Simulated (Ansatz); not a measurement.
# T-PtSe2: band edges from 1 to 2 sheets (PBE)

How do the band edges of T-PtSe2 move as sheets are stacked?

All values are computed: Ansatz 0.2.0, PBE, plane waves, scalar-relativistic unless marked; slabs or sheets with vacuum, the vacuum level from the planar mean of the electrostatic potential.

```
sheets  ionisation potential (eV)  affinity (eV)  gap (eV)                                                    gap on the path
     1                       5.69           4.31      1.38  indirect, from a point between K and Γ to a point between Γ and M
     2                       4.78           4.55      0.23  indirect, from a point between K and Γ to a point between Γ and M
```

From 1 to 2 sheets the gap goes from 1.38 to 0.23 eV: the valence top moves up by 0.91 eV and the conduction bottom down by 0.24 eV. Most of the change is in the valence band. Levels whose orbitals reach out of the sheet split into bonding and antibonding partners across the gap between sheets, and the partner nearer the gap forms the new edge.

Kohn–Sham gaps are too small, and the added screening by further sheets, which shifts true quasiparticle edges, is missing.

[Logs are printed without paths, hosts, clocks, repeated set-up lines and the standing remarks that a program may print on its own settings, such as how far it seeks lower states.]
